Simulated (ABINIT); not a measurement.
**Quasiparticle gap of MoS2 (P6_3/mmc) in ABINIT**

Aim: the G0W0 gap of MoS2 (P6_3/mmc) on PBE with spin-orbit coupling, step by step.

Program: ABINIT 10.8.3. Level of theory: PBE and many-body steps on it, plane waves. Results are calculated unless marked as measured.

The database entry behind the starting cell differs from later determinations by our own check (about 0.3 % long), so it need not match the best structure at ambient conditions.

## Step 1: The starting structure

Symmetry: P6_3/mmc, No. 194, hexagonal system. Conventional cell: a = 3.169 Å, b = 3.169 Å, c = 12.324 Å, α = 90.00°, β = 90.00°, γ = 120.00°. Nearest to Mo lie 6 S at 2.41 Å. Nearest to S lie 3 Mo at 2.41 Å. Farther neighbours and most contacts between anions are not listed.

The cell and positions come from the Crystallography Open Database and are kept as given unless a step says otherwise.

## Step 2: Ground state

This step: ABINIT 10.8.3; DFT, PBE with spin-orbit coupling, plane waves, norm-conserving pseudopotentials.

The ground-state density comes first.

Input file run.abi:

```
acell 3*1.0 Angstrom
rprim 
  3.169000000004 -0.000000000001 0.000000000000
  -1.584500000001 2.744434504597 0.000000000000
  0.000000000000 0.000000000000 12.324000000000
ntypat 2
znucl 42 16
natom 6
typat 1 1 2 2 2 2
xred 
  0.333333333333 0.666666666667 0.250000000000
  0.666666666667 0.333333333333 0.750000000000
  0.333333333333 0.666666666667 0.623000000000
  0.666666666667 0.333333333333 0.123000000000
  0.333333333333 0.666666666667 0.877000000000
  0.666666666667 0.333333333333 0.377000000000
pp_dirpath "pseudos"
pseudos "Mo.upf, S.upf"
ecut 36
nspinor 2
ngkpt 6 6 2
nshiftk 1
shiftk 0 0 0
kptopt 1
chksymbreak 0
nband 66
occopt 1
tolvrs 1e-10
nstep 60
prtwf 0
optforces 0
optstress 0
indata_prefix "in"
outdata_prefix "out"
tmpdata_prefix "tmp"
```

Run with:

```console
$ OMP_NUM_THREADS=1 mpirun -n 8 abinit run.abi > log
```

Numbers of over 12 decimals in the logs are rounded to 6 here.

The program printed:

```text
.Version 10.8.3 of ABINIT. v10.8.2 released Aug 2026.

 Symmetries : space group P6_3/m m c (#194); Bravais hP (primitive hexag.)
================================================================================
 Values of the parameters that define the memory need of the present run
     intxc =       0    ionmov =       0      iscf =       7    lmnmax =      15
     lnmax =      15     mgfft =     128  mpssoang =       5    mqgrid =    6291
     natom =       6  nloc_mem =       1    nspden =       1   nspinor =       2
    nsppol =       1      nsym =      24    n1xccc =    2501    ntypat =       2
    occopt =       1   xclevel =       2
-    mband =          66        mffmem =           1         mkmem =           2
       mpw =        7490          nfft =      165888          nkpt =          14
================================================================================
  Rough estimation (10% accuracy) of disk space for files :
================================================================================

--------------------------------------------------------------------------------
------------- Echo of variables that govern the present computation ------------
--------------------------------------------------------------------------------
 -outvars: echo values of preprocessed input variables --------
            acell      1.8897261259E+00  1.8897261259E+00  1.8897261259E+00 Bohr

      chksymbreak           0
             ecut      3.60000000E+01 Hartree
-          fftalg         312

              ixc     -101130
              kpt      0.00000000E+00  0.00000000E+00  0.00000000E+00
                       1.66666667E-01  0.00000000E+00  0.00000000E+00
                       3.33333333E-01  0.00000000E+00  0.00000000E+00
                       5.00000000E-01  0.00000000E+00  0.00000000E+00
                       1.66666667E-01  1.66666667E-01  0.00000000E+00
                       3.33333333E-01  1.66666667E-01  0.00000000E+00
                       3.33333333E-01  3.33333333E-01  0.00000000E+00
                       0.00000000E+00  0.00000000E+00  5.00000000E-01
                       1.66666667E-01  0.00000000E+00  5.00000000E-01
                       3.33333333E-01  0.00000000E+00  5.00000000E-01
                       5.00000000E-01  0.00000000E+00  5.00000000E-01
[...]
kptrlatt        6    0    0      0    6    0      0    0    2
          kptrlen      3.59312526E+01
P           mkmem           2
            natom           6
            nband          66
            ngfft          36      36     128
             nkpt          14
          nspinor           2
            nstep          60
             nsym          24
           ntypat           2
              occ      1.000000  1.000000  1.000000  1.000000  1.000000  1.000000
                       1.000000  1.000000  1.000000  1.000000  1.000000  1.000000
                       1.000000  1.000000  1.000000  1.000000  1.000000  1.000000
                       1.000000  1.000000  1.000000  1.000000  1.000000  1.000000
                       1.000000  1.000000  1.000000  1.000000  1.000000  1.000000
                       1.000000  1.000000  1.000000  1.000000  1.000000  1.000000
                       1.000000  1.000000  1.000000  1.000000  1.000000  1.000000
                       1.000000  1.000000  1.000000  1.000000  1.000000  1.000000
                       1.000000  1.000000  1.000000  1.000000  0.000000  0.000000
                       0.000000  0.000000  0.000000  0.000000  0.000000  0.000000
                       0.000000  0.000000  0.000000  0.000000  0.000000  0.000000
        optforces           0
        optstress           0
            prtwf           0
            rprim      3.1690000000E+00 -1.0000000000E-12  0.0000000000E+00
[...]
spgroup         194

           tolvrs      1.00000000E-10

             xred      3.3333333333E-01  6.6666666667E-01  2.5000000000E-01
[...]
znucl       42.00000   16.00000

================================================================================

 chkinp: Checking input parameters for consistency.

================================================================================
== DATASET  1 ==================================================================
-   mpi_nproc: 8, omp_nthreads: 1 (-1 if OMP is not activated)

--- !DatasetInfo
iteration_state: {dtset: 1, }
dimensions: {natom: 6, nkpt: 14, mband: 66, nsppol: 1, nspinor: 2, nspden: 1, mpw: 7490, }
cutoff_energies: {ecut:  36.0, pawecutdg:  -1.0, }
electrons: {nelect:   5.20000000E+01, charge:   0.00000000E+00, occopt:   1.00000000E+00, tsmear:   1.00000000E-02, }

 Real(R)+Recip(G) space primitive vectors, cartesian coordinates (Bohr,Bohr^-1):
 R(1)=  5.9885421  0.0000000  0.0000000  G(1)=  0.1669856  0.0964092  0.0000000
 R(2)= -2.9942710  5.1862296  0.0000000  G(2)=  0.0000000  0.1928183  0.0000000
 R(3)=  0.0000000  0.0000000 23.2889848  G(3)=  0.0000000  0.0000000  0.0429388
 Unit cell volume ucvol=  7.2330822E+02 bohr^3
 Angles (23,13,12)=  9.00000000E+01  9.00000000E+01  1.20000000E+02 degrees

 getcut: wavevector=  0.0000  0.0000  0.0000  ngfft=  36  36 128
         ecut(hartree)=     36.000   => boxcut(ratio)=   2.03490

--- Pseudopotential description ------------------------------------------------
[...]
nproj     2     3     2     0
     spin-orbit psp
        nprojso     3     3     0
  pspatm : epsatm=    9.02154350
         --- l  ekb(1:nproj) -->
[...]
1    3.228904    0.888476    0.000329
[...]
spin-orbit 1    0.096764   -0.027776    0.009511
  spin-orbit 2    0.001615    0.000361   -0.000189
 pspatm: atomic psp has been read  and splines computed

   3.53719847E+03                                ecore*ucvol(ha*bohr**3)
--------------------------------------------------------------------------------

_setup2: Arith. and geom. avg. npw (full set) are    7464.403    7464.370

================================================================================

--- !BeginCycle
iteration_state: {dtset: 1, }
solver: {iscf: 7, nstep: 60, nline: 4, wfoptalg: 0, }
tolerances: {tolvrs: 1.00E-10, }

     iter   Etot(hartree)      deltaE(h)  residm     vres2
 ETOT  1  -184.31659350166    -1.843E+02 7.797E-02 3.400E+03
 ETOT  2  -182.34639248238     1.970E+00 4.317E-02 2.817E+04
 ETOT  3  -184.88200704883    -2.536E+00 8.240E-03 3.347E+00
 ETOT  4  -184.88450161567    -2.495E-03 6.229E-03 4.388E+00
 ETOT  5  -184.88487118026    -3.696E-04 1.566E-03 3.994E-01
 ETOT  6  -184.88490316484    -3.198E-05 2.883E-03 1.088E-01
 ETOT  7  -184.88490732863    -4.164E-06 8.923E-04 5.605E-03
 ETOT  8  -184.88490762211    -2.935E-07 1.399E-03 2.573E-05
 ETOT  9  -184.88490762438    -2.267E-09 3.924E-04 1.415E-06
 ETOT 10  -184.88490762474    -3.665E-10 5.792E-04 1.914E-07
 ETOT 11  -184.88490762480    -5.153E-11 1.497E-04 8.660E-09
 ETOT 12  -184.88490762481    -1.120E-11 3.976E-04 2.735E-10
 ETOT 13  -184.88490762480     3.013E-12 8.706E-05 1.947E-10
 ETOT 14  -184.88490762480     6.253E-12 2.451E-04 8.137E-13

 At SCF step   14       vres2   =  8.14E-13 < tolvrs=  1.00E-10 =>converged.

--- !ResultsGS
iteration_state: {dtset: 1, }
comment   : Summary of ground state results
lattice_vectors:
- [  5.9885421,  -0.0000000,   0.0000000, ]
- [ -2.9942710,   5.1862296,   0.0000000, ]
- [  0.0000000,   0.0000000,  23.2889848, ]
lattice_lengths: [   5.98854,    5.98854,   23.28898, ]
lattice_angles: [ 90.000,  90.000, 120.000, ] # degrees, (23, 13, 12)
lattice_volume:   7.2330822E+02
convergence: {deltae:  6.253E-12, res2:  8.137E-13, residm:  2.451E-04, diffor:  0.000E+00, }
etotal    :  -1.84884908E+02
entropy   :   0.00000000E+00
fermie    :   3.10209693E-01
cartesian_stress_tensor: null
pressure_GPa: null
xred      :
- [  3.3333E-01,   6.6667E-01,   2.5000E-01, Mo]
- [  6.6667E-01,   3.3333E-01,   7.5000E-01, Mo]
- [  3.3333E-01,   6.6667E-01,   6.2300E-01,  S]
- [  6.6667E-01,   3.3333E-01,   1.2300E-01,  S]
- [  3.3333E-01,   6.6667E-01,   8.7700E-01,  S]
- [  6.6667E-01,   3.3333E-01,   3.7700E-01,  S]
cartesian_forces: null
force_length_stats: {min: null, max: null, mean: null, }

 Integrated electronic density in atomic spheres:
 ------------------------------------------------
 Atom  Sphere_radius  Integrated_density
[...]
================================================================================

 ----iterations are completed or convergence reached----

 Mean square residual over all n,k,spin=   15.756E-07; max=  24.511E-05
 reduced coordinates (array xred) for    6 atoms
[...]
0.666666666667      0.333333333333      0.750000000000
       0.333333333333      0.666666666667      0.623000000000
       0.666666666667      0.333333333333      0.123000000000
       0.333333333333      0.666666666667      0.877000000000
       0.666666666667      0.333333333333      0.377000000000
 rms dE/dt=  0.0000E+00; max dE/dt=  0.0000E+00; dE/dt below (all hartree)
    1       0.000000000000      0.000000000000      0.000000000000
    2       0.000000000000      0.000000000000      0.000000000000
    3       0.000000000000      0.000000000000      0.000000000000
    4       0.000000000000      0.000000000000      0.000000000000
    5       0.000000000000      0.000000000000      0.000000000000
    6       0.000000000000      0.000000000000      0.000000000000

 cartesian coordinates (angstrom) at end:
    1      6.7e-13     1.829623     3.081000
    2      1.584500     0.914812     9.243000
    3      6.7e-13     1.829623     7.677852
    4      1.584500     0.914812     1.515852
    5      6.7e-13     1.829623    10.808148
    6      1.584500     0.914812     4.646148
 length scales=  1.889726125908  1.889726125908  1.889726125908 bohr
              =  1.000000000000  1.000000000000  1.000000000000 angstroms
 prteigrs : about to open file out_EIG
 Fermi (or HOMO) energy (hartree) =   0.31021   Average Vxc (hartree)=  -0.40248
 Eigenvalues (hartree) for nkpt=  14  k points:
 kpt#   1, nband= 66, wtk=  0.01389, kpt=  0.0000  0.0000  0.0000 (reduced coord)
  -1.94979   -1.94979   -1.94979   -1.94979   -1.05784   -1.05784   -1.05784   -1.05784
  -0.96872   -0.96872   -0.96872   -0.96872   -0.96276   -0.96276   -0.96276   -0.96276
  -0.23947   -0.23947   -0.22954   -0.22954   -0.19500   -0.19500   -0.17874   -0.17874
   0.05798    0.05798    0.09591    0.09591    0.18184    0.18184    0.18862    0.18862
   0.18908    0.18908    0.19122    0.19122    0.19153    0.19153    0.22846    0.22846
   0.23025    0.23025    0.23161    0.23161    0.23334    0.23334    0.26655    0.26655
   0.26821    0.26821    0.31021    0.31021    0.38567    0.38584    0.38674    0.38678
   0.38843    0.38869    0.38975    0.38984    0.39349    0.39355    0.39383    0.39526
   0.39976    0.39979
 prteigrs : prtvol=0 or 1, do not print more k-points.

--- !EnergyTerms
iteration_state     : {dtset: 1, }
comment             : Components of total free energy in Hartree
kinetic             :  6.00140220733500E+01
hartree             :  5.39738896069393E+01
xc                  : -3.33809913262740E+01
Ewald energy        : -1.19847493795111E+02
psp_core            :  4.89030591340046E+00
local_psp           : -1.73765451141763E+02
non_local_psp       :  2.32308110446609E+01
total_energy        : -1.84884907624797E+02
total_energy_eV     : -5.03097463243088E+03
band_energy         : -1.61960614006943E+01

== END DATASET(S) ==============================================================
================================================================================

 -outvars: echo values of variables after computation  --------
           etotal     -1.8488490762E+02
            nband          66
             nkpt          14
          spgroup         194
 [... the other variables as echoed above ...]

 Calculation completed.
```

Wall time 3.1 min (8 MPI ranks of Arm Neoverse V1, shared host); peak memory 1.1 GiB; 25 min of CPU time.

This step gave:

```yaml
total_energy: -5030.9746 eV
gap: 0.8830 eV
k_of_the_valence_top: 0, 0, 0
k_of_the_conduction_bottom: 0.1667, 0.1667, 0
least_direct_gap: 1.622 eV
```

The gap is indirect, with the least direct gap 0.74 eV higher.

## Step 3: Empty states on the mesh, 3×3×1 mesh, 382 bands

The sums over transitions need many empty states on a uniform mesh; this step solves for them.

Edit run.abi of step 2 so:

```diff
@@ -20,3 +20,3 @@
 nspinor 2
-ngkpt 6 6 2
+ngkpt 3 3 1
 nshiftk 1
@@ -25,9 +25,10 @@
 chksymbreak 0
-nband 66
-occopt 1
-tolvrs 1e-10
+iscf -2
+irdden 1
+istwfk *1
+nband 382
+nbdbuf 34
+tolwfr 1e-09
 nstep 60
-prtwf 0
-optforces 0
-optstress 0
+prtvol 0
 indata_prefix "in"
```

Run with:

```console
$ OMP_NUM_THREADS=2 mpirun -n 3 abinit run.abi > log
```

The program printed:

```text
.Version 10.8.3 of ABINIT. v10.8.2 released Aug 2026.

 Symmetries : space group P6_3/m m c (#194); Bravais hP (primitive hexag.)
[... echo of the input left out ...]
== DATASET  1 ==================================================================
-   mpi_nproc: 3, omp_nthreads: 2 (-1 if OMP is not activated)

--- !DatasetInfo
iteration_state: {dtset: 1, }
dimensions: {natom: 6, nkpt: 3, mband: 382, nsppol: 1, nspinor: 2, nspden: 1, mpw: 7476, }
cutoff_energies: {ecut:  36.0, pawecutdg:  -1.0, }
electrons: {nelect:   5.20000000E+01, charge:   0.00000000E+00, occopt:   1.00000000E+00, tsmear:   1.00000000E-02, }

 Real(R)+Recip(G) space primitive vectors, cartesian coordinates (Bohr,Bohr^-1):
 R(1)=  5.9885421  0.0000000  0.0000000  G(1)=  0.1669856  0.0964092  0.0000000
 R(2)= -2.9942710  5.1862296  0.0000000  G(2)=  0.0000000  0.1928183  0.0000000
 R(3)=  0.0000000  0.0000000 23.2889848  G(3)=  0.0000000  0.0000000  0.0429388
 Unit cell volume ucvol=  7.2330822E+02 bohr^3
 Angles (23,13,12)=  9.00000000E+01  9.00000000E+01  1.20000000E+02 degrees

 getcut: wavevector=  0.0000  0.0000  0.0000  ngfft=  36  36 128
         ecut(hartree)=     36.000   => boxcut(ratio)=   2.03490

--- Pseudopotential description ------------------------------------------------
- Mo Generated using ONCVPSP code by D. R. Hamann
- 42.00000  14.00000  171115                  znucl, zion, pspdat
12 -101130 2 -1 1640                          pspcod,pspxc,lmax,lloc,mmax
     nproj     2     3     3     0
     spin-orbit psp
        nprojso     4     3     0
  pspatm : epsatm=   15.96843678
         --- l  ekb(1:nproj) -->
             0    1.348928   13.831236
             1    8.003512    1.134258    0.001091
             2    2.783951    0.972883    0.000593
  spin-orbit 1    0.257035   -0.239939    0.020648   -0.000319
  spin-orbit 2    0.129060    0.015016   -0.010908
 pspatm: atomic psp has been read  and splines computed

- S Generated using ONCVPSP code by D. R. Hamann
- 16.00000   6.00000  180416                  znucl, zion, pspdat
12 -101130 2 -1 1146                          pspcod,pspxc,lmax,lloc,mmax
     nproj     2     3     2     0
     spin-orbit psp
        nprojso     3     3     0
  pspatm : epsatm=    9.02154350
         --- l  ekb(1:nproj) -->
             0    0.574336    6.763597
             1    3.228904    0.888476    0.000329
             2   -3.547470   -0.986489
  spin-orbit 1    0.096764   -0.027776    0.009511
  spin-orbit 2    0.001615    0.000361   -0.000189
 pspatm: atomic psp has been read  and splines computed

--------------------------------------------------------------------------------

================================================================================
 prteigrs : about to open file out_EIG
 Non-SCF case, kpt    1 (  0.00000  0.00000  0.00000), residuals and eigenvalues=
  4.44E-10  6.26E-10  5.64E-10  6.17E-10  4.02E-10  5.11E-10  3.11E-10  4.44E-10
  3.60E-10  4.35E-10  3.18E-10  4.41E-10  3.00E-10  4.29E-10  3.25E-10  4.00E-10
  9.06E-11  2.70E-10  1.17E-10  2.69E-10  1.39E-10  2.43E-10  1.24E-10  2.32E-10
[...]
5.33E-05  5.87E-04  1.85E-05  5.06E-05  6.79E-05  1.86E-04
 -1.9498E+00 -1.9498E+00 -1.9498E+00 -1.9498E+00 -1.0578E+00 -1.0578E+00
 -1.0578E+00 -1.0578E+00 -9.6872E-01 -9.6872E-01 -9.6872E-01 -9.6872E-01
[...]
2.6732E+00  2.6735E+00  2.6770E+00  2.6775E+00  2.6827E+00  2.6850E+00
[...]
prteigrs : prtvol=0 or 1, do not print more k-points.

--- !ResultsGS
iteration_state: {dtset: 1, }
comment   : Summary of ground state results
lattice_vectors:
- [  5.9885421,  -0.0000000,   0.0000000, ]
- [ -2.9942710,   5.1862296,   0.0000000, ]
- [  0.0000000,   0.0000000,  23.2889848, ]
lattice_lengths: [   5.98854,    5.98854,   23.28898, ]
lattice_angles: [ 90.000,  90.000, 120.000, ] # degrees, (23, 13, 12)
lattice_volume:   7.2330822E+02
convergence: {deltae:  0.000E+00, res2:  0.000E+00, residm:  9.939E-10, diffor:  0.000E+00, }
etotal    :  -1.84884908E+02
entropy   :   0.00000000E+00
fermie    :   3.10209693E-01
cartesian_stress_tensor: null
pressure_GPa: null
xred      :
- [  3.3333E-01,   6.6667E-01,   2.5000E-01, Mo]
- [  6.6667E-01,   3.3333E-01,   7.5000E-01, Mo]
- [  3.3333E-01,   6.6667E-01,   6.2300E-01,  S]
- [  6.6667E-01,   3.3333E-01,   1.2300E-01,  S]
- [  3.3333E-01,   6.6667E-01,   8.7700E-01,  S]
- [  6.6667E-01,   3.3333E-01,   3.7700E-01,  S]
cartesian_forces: null
force_length_stats: {min: null, max: null, mean: null, }

 Integrated electronic density in atomic spheres:
 ------------------------------------------------
 Atom  Sphere_radius  Integrated_density
[...]
================================================================================

 ----iterations are completed or convergence reached----

 Mean square residual over all n,k,spin=   44.835E-11; max=  99.390E-11
 reduced coordinates (array xred) for    6 atoms
[...]
0.333333333333      0.666666666667      0.877000000000
       0.666666666667      0.333333333333      0.377000000000

 cartesian coordinates (angstrom) at end:
[...]
5      6.7e-13     1.829623    10.808148
    6      1.584500     0.914812     4.646148
 length scales=  1.889726125908  1.889726125908  1.889726125908 bohr
              =  1.000000000000  1.000000000000  1.000000000000 angstroms
 prteigrs : about to open file out_EIG
 Eigenvalues (hartree) for nkpt=   3  k points:
 kpt#   1, nband=382, wtk=  0.11111, kpt=  0.0000  0.0000  0.0000 (reduced coord)
[...]
2.61249    2.61249    2.61665    2.61665    2.61678    2.61678    2.64164    2.64165
   2.64213    2.64215    2.66119    2.66142    2.67320    2.67349    2.67697    2.67747
   2.68267    2.68505    2.69855    2.69982    2.70037    2.70148
 prteigrs : prtvol=0 or 1, do not print more k-points.

== END DATASET(S) ==============================================================
================================================================================

 -outvars: echo values of variables after computation  --------
            nband         382
             nkpt           3
          spgroup         194
 [... the other variables as echoed above ...]

 Calculation completed.
```

The job ended after 5.4 min (3 MPI ranks; peak memory 0.59 GiB).

Numbers from this step:

| Quantity | Value |
| --- | --- |
| gap | 1.045 eV |
| k of the valence top | 0, 0, 0 |
| k of the conduction bottom | 0.3333, 0.3333, 0 |
| least direct gap | 1.622 eV |
| k points computed | 3 |
| lowest point of the top converged band, above the valence top | 59.9279 eV |

On this mesh the gap is 1.045 eV. The earlier step found 0.883 eV, so this mesh misses an edge.

(Part 1 of 2 ends here.)

[Paths, hosts, dates, memory and timing lines, banners, echoed tables and standing remarks are left out of the program output.]

[Logs are printed without paths, hosts, clocks, repeated set-up lines and the standing remarks that a program may print on its own settings, such as how far it seeks lower states.]

[Runs of the session that timed out or met a known fault of the program may be left out.]

[Hosts, paths, dates, database ids (printed as entryN), source tags and the programs' standing remarks are cut or masked in the printed files.]

[G0W0 gaps are taken among the corrected bands and points alone; a level outside them can change the order at an edge.]

[Where Ansatz stands beside ABINIT at settings called matched, ABINIT's density can come from a denser mesh and the files from another edition; pairs whose starting gaps differed by over 0.03 eV were left out, so agreement reads better than it is.]
